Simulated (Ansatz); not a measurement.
# BeH2 (model cell, started as fluorite): following an unstable mode, part 3 of 3

Aim: this structure of BeH2 (model cell, started as fluorite) is to be tested for unstable modes, and one is followed downhill.

Ansatz 0.2.0; DFT PBEsol, scalar-relativistic, plane waves, PAW.

So far. Step 4 (The mode frozen in, largest atomic shift 0.45 Å): The run ends at a pressure of 8.97 GPa, with forces up to 0.16 eV/Å. Step 5 (Energy along the mode, all amplitudes (two of the runs …): The lowest of the steps tried is at 0.45 Å, 115 meV/atom below the parent; the bottom of the well need not coincide with a step. The relaxed cell has a = 2.387, c = 8.237 Å (conventional setting).

The structure was built from a prototype and need not be the compound's stable phase.

## Step 7: Modes of the new phase, k-mesh 12×12×8, occupations fixed

A relaxed structure may still be a saddle point, so its zone-centre modes are computed. The response to a homogeneous field gives the Born charges and the dielectric tensor, and its change with displacement the Raman tensors.

Contents of input.yaml:

```yaml
crystal:
  lattice:
    - [0.0, -1.6880676764, -1.6880676764]
    - [0.0, 1.6880676764, -1.6880676764]
    - [8.2365900467, 0.0, 0.0]
  atoms:
    - { symbol: Be, position: [0.0, 0.0, 0.0] }
    - { symbol: Be, position: [0.5, 0.5, 0.5] }
    - { symbol: H, position: [0.0, 0.5, 0.6038794364] }
    - { symbol: H, position: [0.5, 0.0, 0.3961205636] }
    - { symbol: H, position: [1.0, 0.5, 0.1038794364] }
    - { symbol: H, position: [0.5, 0.0, 0.8961205636] }
kpoints:
  mp_grid: { grid: [12, 12, 8] }
hamiltonian:
  xc: pbesol
scf:
  occupations: { method: fixed }
output:
  eigenvalues: true
phonons:
  method: dfpt
  dielectric: true
  rigid_motions: translations
  raman: true
```

The run is started by

```console
ansatz run input.yaml --threads 4 --pin off --max-ram 7168MiB --backend cpu --events-out ev --progress --plain --runs-dir out
```

Numbers of over 12 decimals in the logs are rounded to 6 here.

What it wrote:

```text
[...]
Crystal: 6 atoms, lattice volume = 46.942 Å³
Basis set: ecut = 420 eV, 887 PW (Γ), exchange–correlation on 32×32×120 points (8 copies of the dense FFT grid, shifted against one another)
Bands: 10, of which v1, the nominal top of the filled ones, is band 4 counted from 1 (3 counted from 0)
Symmetry: 16 space group operations
k-points: 580 of 1152 (irreducible under 1 space group operation, time reversal used)
[...]
SCF iter   1: F=—  HF=-242.998870 eV  |F-HF|=—  |Δ(HF+E_count)|=         —  Δρ=6.70e-3  dr2=1.51e-2  ethr=1.77e-3  ⟨swp⟩=5.1  Hψ=36981  notcnv=0  defer=2303
[...]
SCF iter   7: F=-242.996903 eV  HF=-242.996903 eV  |F-HF|=1.36e-12  |Δ(HF+E_count)|=  2.05e-10  Δρ=4.04e-8  dr2=4.78e-13  ethr=1.25e-12  ⟨swp⟩=9.7  Hψ=31637  notcnv=0
SCF 1 converged in 7 iterations: F = -242.996903 eV  dr2 = 4.78e-13
[...]
DFPT response loops at Γ: preconditioner auto → Resta (q_TF=auto, 2.031 Å⁻¹)  ε∞=4.0 (no band partly filled); β = 1.00, the filter's whole step (`scf.mixing.beta` (0.50) is not read by the response loops at its default; to damp them type it under 1.00, their step now; it binds the ground state too); Broyden in place of MSR1
── the response to a field inside a basis, on 14×14×8 k-points: an SCF that follows is theirs, and a resumed run solves both again ──
Bands: 5, of which v1, the nominal top of the filled ones, is band 4 counted from 1 (3 counted from 0)
k-points: 112 of 1568
[...]
Eigensolver: Dense (112 Hₖ)
SCF iter   1: F=—  HF=-242.997798 eV  |F-HF|=—  |Δ(HF+E_count)|=         —  Δρ=2.75e-4  dr2=5.95e-6  ethr=1.00e-1
[...]
SCF iter   5: F=-242.997805 eV  HF=-242.997805 eV  |F-HF|=2.22e-12  |Δ(HF+E_count)|=  8.66e-11  Δρ=9.51e-8  dr2=1.98e-12  ethr=3.12e-12
SCF 1 converged in 5 iterations: F = -242.997805 eV  dr2 = 1.98e-12
[...]
SCF converged after 7 iterations
Free energy (F): -242.996903 eV
[...]
Internal energy: -242.996903 eV  (E = F + TS)
E sigma→0 (E₀):  -242.996903 eV
Fermi energy:    -1.041834 eV
[...]
--- Band table (eV; the first three rows and the last of 580) ---
[...]
--- Phonons (Γ-DFPT): 4 representative perturbations + reference, on 580 of 1152 k-points (Σ response iterations 14) ---
  k mesh reduced under 1 symmetry operation, with k and −k counted as one. Each operation leaves every solved perturbation unchanged. A smaller set is not considered because the run solves the response to a homogeneous field
  ASR residual: 1.978e-4 → 0.000e0 eV/Å²; symmetrization residual: 1.075e-7 eV/Å²
  ASR residual per site (eV/Å²): 1.98e-4 1.98e-4 1.77e-5 1.77e-5 1.77e-5 1.77e-5
  Γ frequencies (cm⁻¹): 0.00 0.00 0.00 54.06 54.06 79.88 681.80 681.80 687.84 687.84 1345.13 1346.98 1438.13 1488.68 1615.58 1615.58 1617.94 1617.94
  ε∞ (high-frequency dielectric tensor):
        2.710751    -0.000000    -0.000000
       -0.000000     4.012645     0.000000
       -0.000000     0.000000     4.012645
  ε⁰ (static dielectric tensor: ions relaxed, cell fixed):
        2.894528    -0.000000    -0.000000
       -0.000000     7.242179     0.000000
       -0.000000     0.000000     7.242179
  ε⁰ − ε∞ (ionic part):
        0.183777    -0.000000    -0.000000
       -0.000000     3.229534     0.000000
       -0.000000     0.000000     3.229534
  softest optical mode at Γ: 54.06 cm⁻¹; the repairs (sum rule, projections) moved no ω² at Γ by more than (2.55 cm⁻¹)²
  Born effective charges Z* (e; rows j = field, columns β = displacement):
    site 0:
         0.54652    0.00000   -0.00000
         0.00000    1.56740   -0.00000
        -0.00000    0.00000    1.56740
    site 1:
         0.54652    0.00000   -0.00000
         0.00000    1.56740    0.00000
        -0.00000   -0.00000    1.56740
    site 2:
        -0.27326    0.00000    0.00000
         0.00000   -0.78370   -0.23482
         0.00000   -0.23482   -0.78370
    site 3:
        -0.27326   -0.00000    0.00000
        -0.00000   -0.78370    0.23482
         0.00000    0.23482   -0.78370
    site 4:
        -0.27326   -0.00000    0.00000
        -0.00000   -0.78370    0.23482
         0.00000    0.23482   -0.78370
    site 5:
        -0.27326    0.00000    0.00000
         0.00000   -0.78370   -0.23482
         0.00000   -0.23482   -0.78370
  Z* charge neutrality: 1.340e-3 e pre-enforcement
  solved inside a basis spanned on kpoints, on 14×14×8 k-points: ε∞ is read to err by 1.1e-2, Z* by 5.5e-3 e (field_mesh: kpoints solves on kpoints); Z* is corrected for what the basis lacks
  Raman tensors (in the event stream and the table raman_tensors.tsv): an entry may err by 3.3e-2 Å², one of the second-order susceptibility by 1.2e-19 pm/V (basis, points and sum rule); their sum over the sites missed zero by 6.661e-16 Å² ahead of its enforcement
  optical modes at Γ without the LO–TO term, one row a degenerate level:
      ω (cm⁻¹)  modes    IR ((D/Å)²/amu)  static Raman (Å⁴/amu)  depolarisation
         54.06      2             0.0000                 0.2217           0.750
         79.88      1             0.0000                 0.0037           0.750
        681.80      2            48.3939                 0.0000               —
        687.84      2             0.0000                38.4003           0.750
       1345.13      1             0.0000                 0.0000               —
       1346.98      1             0.0000              1100.0112           0.000
       1438.13      1             8.3654                 0.0000               —
       1488.68      1             0.0000               110.4865           0.750
       1615.58      2            99.3173                 0.0000               —
       1617.94      2             0.0000               126.1381           0.750
  optical modes at Γ + LO–TO along q̂ = [1.0000, 0.0000, 0.0000]:
      ω (cm⁻¹)  modes    IR ((D/Å)²/amu)  static Raman (Å⁴/amu)  depolarisation
         54.06      2             0.0000                 0.2217           0.750
         79.88      1             0.0000                 0.0037           0.750
        681.80      2            48.3939                 0.0000               —
        687.84      2             0.0000                38.4003           0.750
       1345.13      1             0.0000                 0.0000               —
       1346.98      1             0.0000              1100.0112           0.000
       1486.08      1             8.3654                 0.0000               —
       1488.68      1             0.0000               110.4865           0.750
       1615.58      2            99.3173                 0.0000               —
       1617.94      2             0.0000               126.1381           0.750
  optical modes at Γ + LO–TO along q̂ = [0.0000, 1.0000, 0.0000]:
      ω (cm⁻¹)  modes    IR ((D/Å)²/amu)  static Raman (Å⁴/amu)  depolarisation
         54.06      2             0.0000                 0.2217           0.750
         79.88      1             0.0000                 0.0037           0.750
        681.80      1            24.1970                 0.0000               —
        687.84      2             0.0000                38.4003           0.750
        822.86      1            14.1698                 0.0000               —
       1345.13      1             0.0000                 0.0000               —
       1346.98      1             0.0000              1100.0112           0.000
       1438.13      1             8.3654                 0.0000               —
       1488.68      1             0.0000               110.4865           0.750
       1615.58      1            49.6586                 0.0000               —
       1617.94      2             0.0000               126.1381           0.750
       1798.37      1            59.6858                 0.0000               —
  optical modes at Γ + LO–TO along q̂ = [0.0000, 0.0000, 1.0000]:
      ω (cm⁻¹)  modes    IR ((D/Å)²/amu)  static Raman (Å⁴/amu)  depolarisation
         54.06      2             0.0000                 0.2217           0.750
         79.88      1             0.0000                 0.0037           0.750
        681.80      1            24.1970                 0.0000               —
        687.84      2             0.0000                38.4003           0.750
        822.86      1            14.1698                 0.0000               —
       1345.13      1             0.0000                 0.0000               —
       1346.98      1             0.0000              1100.0112           0.000
       1438.13      1             8.3654                 0.0000               —
       1488.68      1             0.0000               110.4865           0.750
       1615.58      1            49.6586                 0.0000               —
       1617.94      2             0.0000               126.1381           0.750
       1798.37      1            59.6858                 0.0000               —
```

Wall time 56 s (4 threads of Arm Neoverse V2, shared host); peak memory 1.1 GiB.

Numbers from this step:

* sum-rule residual before enforcement: 1.98e-4 eV/Å²
* miss of the charge sum rule: 0.001340 e
* estimated error of the dielectric tensor: 0.01091
* estimated error of the Born charges: 0.005508 e
* point group: 4/mmm
* highest optical mode at the zone centre (no LO-TO term): 1618 cm⁻¹
* lowest optical zone-centre mode: 54.06 cm⁻¹
* mean high-frequency dielectric constant: 3.579
* largest Born charge (third of the trace): 1.227 e
* mean static dielectric constant: 5.793
* top of the zone-centre spectrum with the field: 1798 cm⁻¹

Patterns of degenerate modes are one choice out of their space. The modes at Γ (shares of kinetic energy by element, %):

```csv
mode,frequency (cm⁻¹),symmetry,Be %,H %
1,0.0,acoustic,82,18
2,0.0,acoustic,82,18
3,0.0,acoustic,82,18
4,54.1,Eg,82,18
5,54.1,Eg,82,18
6,79.9,B1g,82,18
7,681.8,Eu,11,89
8,681.8,Eu,11,89
9,687.8,Eg,10,90
10,687.8,Eg,10,90
11,1345.1,B2u,0,100
12,1347.0,A1g,0,100
13,1438.1,A2u,18,82
14,1488.7,B1g,18,82
15,1615.6,Eu,8,92
16,1615.6,Eu,8,92
17,1617.9,Eg,7,93
18,1617.9,Eg,7,93
```

Displacements in mode 4 (54.1 cm⁻¹), the largest set to 1:
```
Be1  0.00  0.57 -1.00
Be2  0.00 -0.57  1.00
H3   0.00 -0.55  0.97
H4   0.00 -0.57  0.99
H5   0.00  0.57 -0.99
H6   0.00  0.55 -0.97
```

Displacements in mode 12 (1347.0 cm⁻¹), the largest set to 1:
```
Be1  0.00  0.00  0.00
Be2  0.00  0.00  0.00
H3   1.00  0.00  0.00
H4  -1.00  0.00  0.00
H5   1.00  0.00  0.00
H6  -1.00  0.00  0.00
```

Optical modes at the zone centre, without and with the macroscopic field of the longitudinal modes; each column is sorted by frequency, so a row need not hold one and the same mode. Modes with and without the field, by row:

```csv
rank among optical modes,no field (cm⁻¹),"q along (1, 0, 0) (cm⁻¹)","q along (0, 1, 0) (cm⁻¹)"
1,54.1,54.1,54.1
2,54.1,54.1,54.1
3,79.9,79.9,79.9
4,681.8,681.8,681.8
5,681.8,681.8,687.8
6,687.8,687.8,687.8
7,687.8,687.8,822.9
8,1345,1345,1345
9,1347,1347,1347
10,1438,1486,1438
11,1489,1489,1489
12,1616,1616,1616
13,1616,1616,1618
14,1618,1618,1618
15,1618,1618,1798
```

Born charge (rows field, columns displacement) (e), principal values of the symmetric part by kind of site:

```csv
atom,atoms with these values,low,middle,high,mean
Be1,2,0.55,1.57,1.57,1.23
H3,4,-1.02,-0.55,-0.27,-0.61
```

In full for Be1:

```
0.55 0.00 0.00
0.00 1.57 0.00
0.00 0.00 1.57
```

High-frequency dielectric tensor:

```
2.71 0.00 0.00
0.00 4.01 0.00
0.00 0.00 4.01
```

Static dielectric tensor (ions relaxed, fixed cell):

```
2.89 0.00 0.00
0.00 7.24 0.00
0.00 0.00 7.24
```

Transverse modes. Lines of the infrared spectrum (strongest = 100):

```csv
position (cm⁻¹),label,relative intensity
54,Eg,0.0
80,B1g,0.0
682,Eu,49
688,Eg,0.0
1345,B2u,0.0
1347,A1g,0.0
1438,A2u,8.4
1489,B1g,0.0
1616,Eu,100
1618,Eg,0.0
```

Activity x (w_L - w)^4 (n + 1)/w, 532 nm, 300 K; modes without the macroscopic field alone. Raman lines, with heights relative to the strongest:

```csv
position (cm⁻¹),label,relative intensity
54,Eg,2.9
80,B1g,0.0
682,Eu,0.0
688,Eg,8.2
1345,B2u,0.0
1347,A1g,100
1438,A2u,0.0
1489,B1g,8.8
1616,Eu,0.0
1618,Eg,9.0
```

Before it was imposed, the acoustic sum rule was missed by 2.0e-4 eV/Å² and the charge sum rule by 0.0013 e. Small misses are needed for a sound result but don't prove that mesh and cutoff are converged. The lowest optical mode is real, 54.1 cm⁻¹.

## Step 8: Summary of results

| Quantity | Value |
| --- | --- |
| unstable mode of the parent | q = (0, -0.5, -0.5), 1502i cm⁻¹ |
| depth at the lowest point sampled | 115 meV/atom |
| largest atomic shift at that point | 0.45 Å |
| space group reached (within 0.01 Å) | P4_2/nmc |
| energy gained over the parent (first relaxation, on the mesh of the frozen mode) | 347 meV/atom |
| volume per atom, phase reached | 7.82 Å³ |
| gap on the k-mesh, phase reached | 3.66 eV |
| lowest optical zone-centre mode, phase reached | 54.1 cm⁻¹ |
| highest optical mode at the zone centre (no LO-TO term), phase reached | 1618 cm⁻¹ |

In words: Along this mode the structure falls into P4_2/nmc, 347 meV/atom below the parent. At the parent's cell the well is 115.1 meV/atom deep on the steps tried, with its lowest point at a shift of 0.45 Å. Relaxing atoms and cell changes the gain by +232.41 meV/atom against the lowest step (energies at zero smearing). Most of the total comes from this relaxation. The new phase has no imaginary mode at the zone centre of its cell; other wavevectors were not checked. Of the 2 patterns followed to their end from this parent, this one reaches the lowest energy. Each path keeps the symmetry of its pattern, so a lower phase may lie along a pattern not tried. With no gap, or one that is small against the smearing, the frequencies hang on the k mesh and the smearing, most of all near Kohn anomalies. The volume moved by more than a tenth on the k mesh of the start, so the energy gain is rough. The starting cell was built on a prototype and not taken from a measurement, so the phase need not exist.

[Logs are printed without paths, hosts, clocks, repeated set-up lines and the standing remarks that a program may print on its own settings, such as how far it seeks lower states.]

[Hosts, paths, dates, database ids (printed as entryN), source tags and the programs' standing remarks are cut or masked in the printed files.]
